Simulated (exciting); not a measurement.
Two BSE runs for the S K edge of MgS (Niningerite), space group Fm-3m. Run A: exciting, all-electron LAPW+lo, LDA, exchange and screened direct term (singlet BSE), 5×5×5 shifted k points, 15 conduction bands, |G+q| up to 3 bohr⁻¹, full RPA screening with nempty = 35, Lorentzian half width 0.45 eV. Run B differs in one setting: k mesh, kernel cutoff, basis, band set, screening or width.

Energy from the Kohn–Sham onset, core level to the lowest empty state found on the meshes used; one zero for both, scaled to A's maximum:

```tsv
E (eV)	A	B
-5.0	0.01	0.04
-4.5	0.02	0.05
-4.0	0.02	0.06
-3.5	0.02	0.06
-3.0	0.03	0.08
-2.5	0.03	0.09
-2.0	0.04	0.11
-1.5	0.05	0.14
-1.0	0.08	0.18
-0.5	0.12	0.24
0.0	0.22	0.32
0.5	0.42	0.43
1.0	0.70	0.54
1.5	0.96	0.63
2.0	0.91	0.68
2.5	0.81	0.69
3.0	0.89	0.70
3.5	0.82	0.69
4.0	0.79	0.67
4.5	0.77	0.64
5.0	0.74	0.60
5.5	0.64	0.55
6.0	0.50	0.49
6.5	0.41	0.44
7.0	0.34	0.40
7.5	0.32	0.37
8.0	0.34	0.36
8.5	0.37	0.35
9.0	0.38	0.33
9.5	0.31	0.32
10.0	0.27	0.30
10.5	0.26	0.29
11.0	0.25	0.28
11.5	0.26	0.28
12.0	0.28	0.28
12.5	0.28	0.28
13.0	0.29	0.28
13.5	0.29	0.28
14.0	0.30	0.29
14.5	0.32	0.29
15.0	0.33	0.29
15.5	0.32	0.28
16.0	0.30	0.27
16.5	0.28	0.25
17.0	0.25	0.24
17.5	0.23	0.22
18.0	0.20	0.20
```

Question: Which is the likeliest?

The half width (eV) from 0.45 to 1.35. Against run A the r.m.s. difference is 21 %. The highest maximum lies at 2.9 eV (0.70), against 1.7 eV (1.00). Only the width of each line changes; the area stays. A table step wider than the lines misses their tops. Other settings could leave a like mark; this is the change that was made.

[Banner, clock and machine lines of the logs are left out without a mark of their own.]

[Logs are printed without paths, hosts, clocks, repeated set-up lines and the standing remarks that a program may print on its own settings, such as how far it seeks lower states.]

[Hosts, paths, dates, database ids (printed as entryN), source tags and the programs' standing remarks are cut or masked in the printed files.]
